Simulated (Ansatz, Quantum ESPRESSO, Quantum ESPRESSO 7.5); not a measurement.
## Band edges of 1T-SiSSe, 1 layer under strain

How do the band edges of 1T-SiSSe, 1 layer move against the vacuum when the sheet is stretched?

Main program and level: Quantum ESPRESSO 7.5; plane-wave DFT, PBE, GBRV ultrasoft pseudopotentials (geometry by Ansatz 0.2.0 with PAW datasets; geometry under PBE).

## (1) The structure

The cell holds 3 atoms: 1 Se, 1 Si and 1 S. Cell: a = 3.405 Å, b = 3.405 Å, c = 16.924 Å, α = 90.0°, β = 90.0°, γ = 120.0°. It derives from SiSSe. Vacuum lies along c.

This sheet is a model structure: its symmetry is held, and its stability is not tested here.

## (2) Geometry from Ansatz

A relaxation in Ansatz fixes the structure of this slab for the runs on it.

Contents of input.yaml:

```yaml
crystal:
  lattice:
    - [3.405, 0.0, 0.0]
    - [-1.7025, 2.9488164999, 0.0]
    - [0.0, 0.0, 16.9236433976]
  atoms:
    - { symbol: Se, position: [0.6666666667, 0.3333333333, 0.4431669838] }
    - { symbol: Si, position: [0.0, 0.0, 0.5039822694] }
    - { symbol: S, position: [0.3333333333, 0.6666666667, 0.5568330162] }
kpoints:
  mp_grid: { grid: [12, 12, 1] }
hamiltonian:
  xc: pbe
scf:
  occupations: { method: fermi_dirac, width: 0.05 }
  convergence: { dr2_threshold: 1.0e-08 }
efield:
  axis: 3
  dipole_correction: true
  ramp_position: 0.97
  ramp_width: 0.04
relax:
  f_tol: 0.01
  cell: { fix: [c, alpha, beta] }
output:
  write_potential: true
  write_density: true
  volumetric_format: npy
```

The run is started by

```console
$ ansatz run input.yaml --threads 2 --pin off --max-ram 4096MiB --backend cpu --events-out ev --progress --plain --runs-dir out
```

Numbers of over 12 decimals in the logs are rounded to 6 here.

Log:

```text
Warning: relax.cell: scf.convergence.dr2_threshold = 1e-8 eV is looser than the 3e-10 eV advised for a relaxation that steers and ends on the stress (1e-10 eV for each atom of the cell: 3). What an SCF threshold leaves in a stress goes as its square root, and in the free energy as the threshold itself, and one threshold admits the most on a small cell: [figures from the program's tests cut] Set scf.convergence.dr2_threshold to 3e-10 eV or tighter. The threshold is an SCF's pass mark: one that does not reach it within its budget of iterations ends unconverged, or closes short of it on a stop that the run arms, and scf.convergence.dr2_threshold's page says what that costs each kind of run
Engine: ansatz 0.2.0, aarch64-unknown-linux-gnu
Pseudopotentials: kind: paw
Pseudopotential: Se, paw, valence charge 16, recommended cutoff 420 eV (normal), Se.paw.azcp
Pseudopotential: Si, paw, valence charge 4, recommended cutoff 420 eV (normal), Si.paw.azcp
Pseudopotential: S, paw, valence charge 6, recommended cutoff 420 eV (normal), S.paw.azcp
Functional definition: PBE
  parameter kappa = 0.804
  parameter beta = 0.066725
  exchange = pbe_x(kappa = kappa, mu = beta*pi^2/3)
  correlation = pbe_c(beta = beta)
Crystal: 3 atoms, lattice volume = 169.926 Å³
Basis set: ecut = 420 eV, 3333 PW (Γ), exchange–correlation on 48×48×240 points (8 copies of the dense FFT grid, shifted against one another)
Bands: 17, of which v1, the nominal top of the filled ones, is band 13 counted from 1 (12 counted from 0)
Symmetry: 6 space group operations
Space group: P3m1 (ITA 156), of the structure as read, at distance tolerance 5.5e-5 Å
k-points: 19 of 144 (time reversal used)
Non-local potential: Se, projectors of the file, l = 0: 2, l = 1: 2, l = 2: 3, l = 3: 1
Non-local potential: Si, projectors of the file, l = 0: 2, l = 1: 2, l = 2: 2
Non-local potential: S, projectors of the file, l = 0: 2, l = 1: 2, l = 2: 2
PAW form: soft (Blöchl's): semilocal exchange-correlation on the pseudo side does not see the compensation charge
PAW one-centre angular grid: Se, 590 points (default); XC on 64 Gauss nodes
PAW one-centre angular grid: Si, 110 points (default); XC on 64 Gauss nodes
PAW one-centre angular grid: S, 110 points (default); XC on 64 Gauss nodes
Initial density: superposition of atomic densities (neutral atoms: chi_scale 0, normalization atom), corrected by the library's trained network
Initial wavefunctions: pseudopotential atomic-orbital guess
Functional: x = pbe(κ = 0.804, μ = 0.219515), c = pbe(β = 0.066725)
SCF iter   1: F=—  HF=-7005.676080 eV  |F-HF|=—  |Δ(HF+E_count)|=         —  Δρ=2.93e-3  dr2=3.26e-2  ethr=1.77e-3  p=0.026 e·Å  D=2.72e-2 V/Å  ΔV_dip=-0.46 eV  dr2_dipole=8.95e-3  V_vac-E_F(+/−)=4.56/5.02 eV  ⟨swp⟩=8.9  Hψ=2355  notcnv=0
efield: sawtooth ramp at fractional position 0.9700 (set: `efield.ramp_position`, or a place that a band, a saddle search or an elastic batch's reference lends), width 0.0400; the density the first Hamiltonian is built on has a dipole p = 0.026 e·Å; the dipole correction subtracts the counter field D = 2.72e-2 V/Å, which shifts the + side's vacuum level by -0.46 eV against the − side's; the planar-averaged density in the ramp window peaks in size at 5.7e-5 e/Å³
preconditioner: auto → none  [insulator: Δε(μ)=1.446 eV  Ē_g=11.540 eV  σ=0.050 eV  W_gap=1.00  n_scr=10 (ndim 8)  ℏωp=11.4 eV  f_vac=0.667  D(μ)=0.00/eV (n_scr^D=0)  ε∞_Penn≈2.0]
SCF iter   2: F=—  HF=-7005.691591 eV  |F-HF|=—  |Δ(HF+E_count)|=   1.55e-2  Δρ=2.98e-3  dr2=1.28e-1  ethr=1.25e-4  p=-0.039 e·Å  D=-4.19e-2 V/Å  ΔV_dip=0.71 eV  dr2_dipole=3.29e-2  V_vac-E_F(+/−)=5.15/4.44 eV  ⟨swp⟩=4.6  Hψ=904  notcnv=0
SCF iter   3: F=—  HF=-7005.668576 eV  |F-HF|=—  |Δ(HF+E_count)|=   2.30e-2  Δρ=9.14e-4  dr2=3.04e-3  ethr=1.25e-4  p=0.005 e·Å  D=4.98e-3 V/Å  ΔV_dip=-0.08 eV  dr2_dipole=9.55e-4  V_vac-E_F(+/−)=4.79/4.87 eV  ⟨swp⟩=4.1  Hψ=613  notcnv=0
SCF iter   4: F=—  HF=-7005.669008 eV  |F-HF|=—  |Δ(HF+E_count)|=   4.32e-4  Δρ=3.05e-4  dr2=2.20e-4  ethr=1.17e-5  p=-0.005 e·Å  D=-5.06e-3 V/Å  ΔV_dip=0.09 eV  dr2_dipole=1.65e-5  V_vac-E_F(+/−)=4.92/4.83 eV  ⟨swp⟩=2.1  Hψ=524  notcnv=0
SCF iter   5: F=—  HF=-7005.669170 eV  |F-HF|=—  |Δ(HF+E_count)|=   1.63e-4  Δρ=1.17e-4  dr2=2.38e-5  ethr=8.45e-7  p=-0.006 e·Å  D=-6.67e-3 V/Å  ΔV_dip=0.11 eV  dr2_dipole=1.82e-6  V_vac-E_F(+/−)=4.93/4.82 eV  ⟨swp⟩=2.4  Hψ=516  notcnv=0
SCF iter   6: F=—  HF=-7005.669177 eV  |F-HF|=—  |Δ(HF+E_count)|=   6.44e-6  Δρ=3.44e-5  dr2=7.67e-6  ethr=9.14e-8  p=-0.007 e·Å  D=-7.42e-3 V/Å  ΔV_dip=0.13 eV  dr2_dipole=7.94e-7  V_vac-E_F(+/−)=4.94/4.81 eV  ⟨swp⟩=3.1  Hψ=534  notcnv=0
SCF iter   7: F=—  HF=-7005.669154 eV  |F-HF|=—  |Δ(HF+E_count)|=   2.26e-5  Δρ=1.51e-5  dr2=1.42e-6  ethr=2.95e-8  p=-0.007 e·Å  D=-7.34e-3 V/Å  ΔV_dip=0.12 eV  dr2_dipole=1.45e-7  V_vac-E_F(+/−)=4.94/4.81 eV  ⟨swp⟩=2.1  Hψ=404  notcnv=0
SCF iter   8: F=—  HF=-7005.669154 eV  |F-HF|=—  |Δ(HF+E_count)|=   2.88e-7  Δρ=4.25e-6  dr2=1.02e-7  ethr=5.47e-9  p=-0.007 e·Å  D=-7.31e-3 V/Å  ΔV_dip=0.12 eV  dr2_dipole=1.30e-8  V_vac-E_F(+/−)=4.94/4.81 eV  ⟨swp⟩=2.2  Hψ=427  notcnv=0
SCF iter   9: F=-7005.669154 eV  HF=-7005.669154 eV  |F-HF|=1.83e-9  |Δ(HF+E_count)|=   1.72e-8  Δρ=6.15e-7  dr2=2.06e-9  ethr=3.85e-11  p=-0.007 e·Å  D=-7.29e-3 V/Å  ΔV_dip=0.12 eV  dr2_dipole=2.57e-10  V_vac-E_F(+/−)=4.94/4.81 eV  ⟨swp⟩=8.9  Hψ=2499  notcnv=0
SCF 1 converged in 9 iterations: F = -7005.669154 eV  dr2 = 2.06e-9
  greatest PAW one-centre occupation: 1.000 electrons in one spin orbital (limit 2), on the Se atom at site 0 (counted from 0), in its partial waves of l = 2
relax step   1: F+E_penalty+E_count = -7005.66915405 eV  Δ(F+E_penalty+E_count) = +0.000e0 eV  max|allowed force component| = 6.393e0 eV/Å  Δτ_max = 0.0000 Å  P = +11.140 GPa  Ω = 169.926 Å³  fix = [c, alpha, beta]  reactions: c +10.687 GPa  (9 SCF iters, accepted)
Crystal: 3 atoms, lattice volume = 172.756 Å³
Initial density: handed on by an earlier stage of this run
Initial wavefunctions: those handed on with the density
iter 1 solved again at ethr=1.01e-3 eV; its pass at ethr=3.10e-3 eV (dr2=2.64e-1 eV) is discarded
SCF iter   1: F=—  HF=-7007.539683 eV  |F-HF|=—  |Δ(HF+E_count)|=         —  Δρ=9.05e-3  dr2=2.58e-1  ethr=1.01e-3  p=-0.007 e·Å  D=-7.30e-3 V/Å  ΔV_dip=0.12 eV  dr2_dipole=1.77e-3  V_vac-E_F(+/−)=5.38/5.26 eV  ⟨swp⟩=1.0  Hψ=2524  notcnv=0
[...]
relax step   4: F+E_penalty+E_count = -7008.16690956 eV  Δ(F+E_penalty+E_count) = +2.291e-4 eV  max|allowed force component| = 7.182e-1 eV/Å  Δτ_max = 0.0978 Å  P = -0.628 GPa  Ω = 168.758 Å³  energy of the carried Pulay correction = +4.550e-5 eV  fix = [c, alpha, beta]  (8 SCF iters, rejected (line search))
[...]
relax step   5: F+E_penalty+E_count = -7008.19783402 eV  Δ(F+E_penalty+E_count) = -3.070e-2 eV  max|allowed force component| = 4.694e-2 eV/Å  Δτ_max = 0.0481 Å  P = +0.008 GPa  Ω = 169.945 Å³  energy of the carried Pulay correction = -7.697e-7 eV  fix = [c, alpha, beta]  reactions: c -0.011 GPa  (8 SCF iters, accepted)
[...]
relax step   6: F+E_penalty+E_count = -7008.19788445 eV  Δ(F+E_penalty+E_count) = -5.042e-5 eV  max|allowed force component| = 1.524e-2 eV/Å  Δτ_max = 0.0010 Å  P = +0.014 GPa  Ω = 169.954 Å³  energy of the carried Pulay correction = -1.115e-6 eV  fix = [c, alpha, beta]  reactions: c +0.004 GPa  (6 SCF iters, accepted)
[...]
relax step   7: F+E_penalty+E_count = -7008.19789184 eV  Δ(F+E_penalty+E_count) = -7.390e-6 eV  max|allowed force component| = 1.090e-3 eV/Å  Δτ_max = 0.0005 Å  P = +0.006 GPa  Ω = 170.002 Å³  energy of the carried Pulay correction = -2.970e-6 eV  fix = [c, alpha, beta]  reactions: c +0.004 GPa  (5 SCF iters, accepted)
Initial wavefunctions: pseudopotential atomic-orbital guess (no wavefunctions were taken with the density)
iter 1 solved again at ethr=1.61e-6 eV; its pass at ethr=3.10e-3 eV (dr2=4.19e-4 eV) is discarded
SCF iter   1: F=—  HF=-7008.197703 eV  |F-HF|=—  |Δ(HF+E_count)|=         —  Δρ=3.20e-5  dr2=4.00e-8  ethr=1.61e-6  p=-0.019 e·Å  D=-1.99e-2 V/Å  ΔV_dip=0.34 eV  dr2_dipole=5.39e-12  V_vac-E_F(+/−)=5.64/5.30 eV  ⟨swp⟩=3.8  Hψ=3057  notcnv=0
efield: sawtooth ramp at fractional position 0.9700 (set: `efield.ramp_position`, or a place that a band, a saddle search or an elastic batch's reference lends), width 0.0400; the density the first Hamiltonian is built on has a dipole p = -0.019 e·Å; the dipole correction subtracts the counter field D = -1.99e-2 V/Å, which shifts the + side's vacuum level by +0.34 eV against the − side's; the planar-averaged density in the ramp window peaks in size at 9.7e-6 e/Å³
eigensolver tolerance schedule: the retry pair's looser diagonalisation over-reported the residual by 10477.38 of it (diagonalisation noise at an unbounded share of the residual, at the tolerance the schedule requests for it); recorded, not acted on — ethr = c·dr2/N_el stays at c = 1.0e-1
preconditioner: auto → none  [insulator: Δε(μ)=0.680 eV  Ē_g=10.369 eV  σ=0.050 eV  W_gap=1.00  n_scr=10 (ndim 8)  ℏωp=11.4 eV  f_vac=0.623  D(μ)=0.00/eV (n_scr^D=0)  ε∞_Penn≈2.2]
SCF iter   2: F=—  HF=-7008.197787 eV  |F-HF|=—  |Δ(HF+E_count)|=   8.34e-5  Δρ=1.60e-5  dr2=1.16e-8  ethr=1.54e-10  p=-0.019 e·Å  D=-1.99e-2 V/Å  ΔV_dip=0.34 eV  dr2_dipole=4.98e-10  V_vac-E_F(+/−)=5.64/5.30 eV  ⟨swp⟩=3.6  Hψ=801  notcnv=0
SCF iter   3: F=—  HF=-7008.197888 eV  |F-HF|=—  |Δ(HF+E_count)|=   1.02e-4  Δρ=3.59e-6  dr2=1.17e-7  ethr=3.85e-11  p=-0.019 e·Å  D=-1.99e-2 V/Å  ΔV_dip=0.34 eV  dr2_dipole=3.83e-8  V_vac-E_F(+/−)=5.64/5.30 eV  ⟨swp⟩=15.2  Hψ=2747  notcnv=0  recentre
SCF iter   4: F=-7008.197894 eV  HF=-7008.197892 eV  |F-HF|=2.04e-6  |Δ(HF+E_count)|=   3.52e-6  Δρ=1.23e-6  dr2=2.40e-9  ethr=3.85e-11  p=-0.019 e·Å  D=-1.99e-2 V/Å  ΔV_dip=0.34 eV  dr2_dipole=3.69e-10  V_vac-E_F(+/−)=5.64/5.30 eV  ⟨swp⟩=8.1  Hψ=2210  notcnv=0
SCF 8 converged in 4 iterations: F = -7008.197894 eV  dr2 = 2.40e-9
relax step   8: F+E_penalty+E_count = -7008.19789401 eV  Δ(F+E_penalty+E_count) = -2.171e-6 eV  max|allowed force component| = 1.124e-3 eV/Å  Δτ_max = 0.0000 Å  P = +0.005 GPa  Ω = 170.002 Å³  fix = [c, alpha, beta]  reactions: c +0.002 GPa  stress off target by 6.17e-3 GPa on what of the cell is left free  SCF on the basis re-selected at this cell (its energy is not comparable with the rows above)  (4 SCF iters)
basis re-selected at this cell: Δ(F+E_penalty+E_count) = -2.171e-6 eV, ΔP = -0.002 GPa vs the last step (what re-selecting the basis moved, of the pressure what is left beyond the Pulay correction that the steps carried, after the strain that the cell walked since its last selection, with what the two solves' SCF thresholds leave and, on support functions, any second-order correction that the steps lacked; it is no m [...]
WARN: The input density's exchange-correlation potential varies sharply where the density is thin. Do not read a vacuum level from v_tot or v_xc, or from such a field of the output density. On a cell that repeats whose density bears no net charge and no dipole along the vacuum's axis use v_es (v_loc + v_h of the components); under efield.dipole_correction with no amplitude use v_es + v_field, which holds any external [...]
SCF converged after 4 iterations
Free energy (F): -7008.197894 eV
Harris-Foulkes:  -7008.197892 eV  (|F-HF|=2.04e-6)
Internal energy: -7008.197828 eV  (E = F + TS)
E sigma→0 (E₀):  -7008.197861 eV
Entropy (-TS):   -0.000066 eV (-0.022 meV/atom)
Fermi energy:    -0.860757 eV
Dipole field:    D = -0.019941 V/Å  (p = -0.018734 e·Å, saw-weighted, corrected)
Work function:   Φ+ = 5.6385 eV   Φ− = 5.3010 eV
Levels:          The Fermi level and band energies are counted from a zero that moves with the ramp; work functions are not
--- Per-component energies (eV) ---
  E_band       = -592.905525
  E_kinetic    = 269.011496
  E_local      = -12140.556910  (includes V_loc(G=0)·N_el)
  E_nonlocal   = -543.969373
  E_hartree    = 5922.298809
  E_xc         = -257.555528
  E_vxc        = -233.898329  (∫ρ·V_xc dr)
  E_paw        = -3023.836204  (= ΣΔE_a)
  E_vpaw       = 212.087221  (= ΣTr[D̂ρ^β])
  E_aug_tail   = -0.000618  (compensation charges beyond the density's cutoff)
  E_efield     = 0.000187  (sawtooth field / dipole correction)
  E_vefield    = -0.182437  (∫n·V_field dr)
  E_ewald      = 2766.410313
  E_smearing   = -0.000066  (= −TS)
  E_closure    = 0.000000  (closes the sum)
  Σ components = -7008.197894   (vs F -7008.197894, Δ=0.00e0)
--- Forces (eV/Å), atoms counted from 1 ---
  atom   1  Se     0.00000000    -0.00000000    -0.00041345
  atom   2  Si     0.00000000    -0.00000000    -0.00070324
  atom   3  S     -0.00000000     0.00000000     0.00112707
  max |Σ_I F_I| component: 1.04e-5 eV/Å
--- Stress (GPa, compression-positive) ---
        0.006168       0.000000       0.000000
        0.000000       0.006168      -0.000000
        0.000000      -0.000000       0.001973
  P = ⅓ Tr σ = 0.0048 GPa (0.048 kbar)
--- Band table (eV; the first three rows and the last of 19) ---
  k-point 0: bands = [... 9 lower, -2.4413, -2.4413, -1.2656, -1.2656, 1.3880, 2.6511, 3.3033, 3.3033]
  k-point 1: bands = [... 9 lower, -2.6951, -2.6662, -1.8383, -1.2266, 1.8199, 2.9601, 3.3969, 3.4852]
  k-point 2: bands = [... 9 lower, -3.2034, -2.9286, -2.5607, -1.2859, 1.6720, 3.2405, 3.9787, 4.2593]
  k-point 18: bands = [... 9 lower, -6.0408, -5.7318, -2.6613, -2.4604, 1.1107, 4.4902, 4.6776, 5.6513]
--- Relaxed structure (7 steps of the walk, 6 accepted, 1 SCFs on fresh bases) ---
  F+E_penalty+E_count = -7008.19789401 eV   max|allowed force component| = 1.124e-3 eV/Å   (the final SCF, on the basis selected at the relaxed cell)
  cell:  # Å, volume = 170.0021 Å³
    - [3.405766, 0.0, 0]
    - [-1.702883, 2.949480, 0]
    - [0, 0, 16.9236433976]
  atoms:
    - { symbol: Se, position: [0.666667, 0.333333, 0.418308] }
    - { symbol: Si, position: [2.2816398580195563e-19, 0, 0.504340] }
    - { symbol: S, position: [0.333333, 0.666667, 0.581334] }
```

It took 19 s on 2 threads of Arm Neoverse V2, shared host; peak memory 0.4 GiB.

Step by step:

```tsv
step	energy less that of the first step (eV)	largest force component (eV/Å)	pressure (GPa)	volume (Å³)
1	0.0000	6.3928	11.14	169.93
2	-1.8079	3.1702	4.57	172.76
3	-2.4980	0.6875	0.95	169.77
4	-2.4978	0.7182	-0.63	168.76
5	-2.5287	0.0469	0.01	169.95
6	-2.5287	0.0152	0.01	169.95
7	-2.5287	0.0011	0.01	170.00
8*	-2.5287	0.0011	0.00	170.00
```

Relaxation steps marked * repeat the geometry before them on a plane-wave basis chosen anew for their cell, so energy and pressure can jump there. Relaxation step 4 was tried and not accepted.

```tsv
cell as run	before	after	change
a (Å)	3.405	3.406	+0.0 %
b (Å)	3.405	3.406	+0.0 %
```

The atoms that moved most (Å, along periodic axes as changes of fractional coordinates times the final cell, across vacuum about the mean position):

```tsv
atom	dx	dy	dz	length
Se1	0.000	0.000	-0.421	0.421
S3	0.000	0.000	0.415	0.415
Si2	0.000	0.000	0.006	0.006
```

Final coordinates:

```
Se Si S
1.0
     3.40577    0.00000    0.00000
    -1.70288    2.94948    0.00000
     0.00000    0.00000   16.92364
Se Si S
1 1 1
Direct
  0.66667 0.33333 0.41831
  0.00000 0.00000 0.50434
  0.33333 0.66667 0.58133
```

Numbers from this step:

* free energy: -7008.1979 eV
* Fermi energy: -0.8608 eV
* gap by band count: 0.6799 eV
* symmetry operations: 6
* dipole along the normal: -0.01873 e·Å
* vacuum level at the upper face over a Fermi level inside the gap: 5.638 eV
* vacuum level at the lower face over a Fermi level inside the gap: 5.301 eV

(Part 1 of 2 ends here.)

[Logs are printed without paths, hosts, clocks, repeated set-up lines and the standing remarks that a program may print on its own settings, such as how far it seeks lower states.]

[Hosts, paths, dates, database ids (printed as entryN), source tags and the programs' standing remarks are cut or masked in the printed files.]

[Maps of the electrostatic potential energy from Ansatz leave out the sawtooth potential of an applied field or a dipole correction, so their vacuum need not be flat; planar profiles and work functions include it.]
